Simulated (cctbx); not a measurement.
## Symmetry from intensities

Cell: a = 3.5870 Å, b = 3.5870 Å, c = 3.5870 Å, α = 90.00°, β = 90.00°, γ = 90.00°. Expected content of the cell: Dy1 Ti1.

Simulated single-crystal data (cctbx): Ga Kα, λ = 1.3414 Å, to d = 0.8 Å, 80 % of the full sphere, strongest reflection 5000 counts, noise from counting, a 2 % proportional error and a noise floor of 15 counts (s.d.); no absorption.

Tests on the unmerged data give:

```text
313 reflections to d = 0.802 A
centring   violations  <I/sigma> of those
    A        151 of   151     23.4
    B        139 of   139     24.1
    C        146 of   146     23.7
    I        142 of   142     16.6
    R        198 of   198     23.3
    F        218 of   218     23.7
Laue class    unique    Rint  (classes that these axes allow; Friedel mates merged)
P -1              189   0.020
P 1 2/m 1         116   0.023
P 1 1 2/m         115   0.023
P 2/m 1 1         114   0.021
P m m m            77   0.024
P 4/m              60   0.025
P 4/m m m          46   0.025
R -3 :R            66   0.024
R -3 m :R          46   0.025
P m -3             27   0.027
P m -3 m           21   0.027
space group    extra absences  I>4sigma  <I/sigma>
P 4 3 2                 0          0         -  acentric
P -4 3 m                0          0         -  acentric
P m -3 m                0          0         -  centric
Wilson B = 1.20 A^2   <|E^2-1|> = 0.671 (0.968 centric, 0.736 acentric)   E^2>4: 0.0 %
shell (A)         n   <I/sigma>
 3.59 - 1.15      9     88.5
 1.15 - 0.92      5     98.0
 0.92 - 0.80      7     66.5
```

Q: Read the symmetry from these tables.

Every centring test has many violations, so the lattice is primitive.

Rint stays low (0.020 to 0.027) up to P m -3 m, the highest class in these axes.

3 settings pass the absence test. No glide or screw absences show, which leaves P 4 3 2, P -4 3 m and P m -3 m.

⟨|E²−1|⟩ = 0.671 leans to a non-centrosymmetric structure, or to twinning, which lowers it. Here that hint misleads: the statistic assumes many like atoms on general positions, and few, heavy or special-position atoms break it. The Wilson B of 1.20 Å² means U ≈ 0.0152 Å².

The true group is Pm-3m (no. 221), Laue class m-3m, centrosymmetric. The tables only narrow the choice to the tied entries; cell content, site symmetry and trial solutions must settle it.

This is a model crystal, built by substitution and not relaxed, with assumed displacement parameters.

[Logs are printed without paths, hosts, clocks, repeated set-up lines and the standing remarks that a program may print on its own settings, such as how far it seeks lower states.]
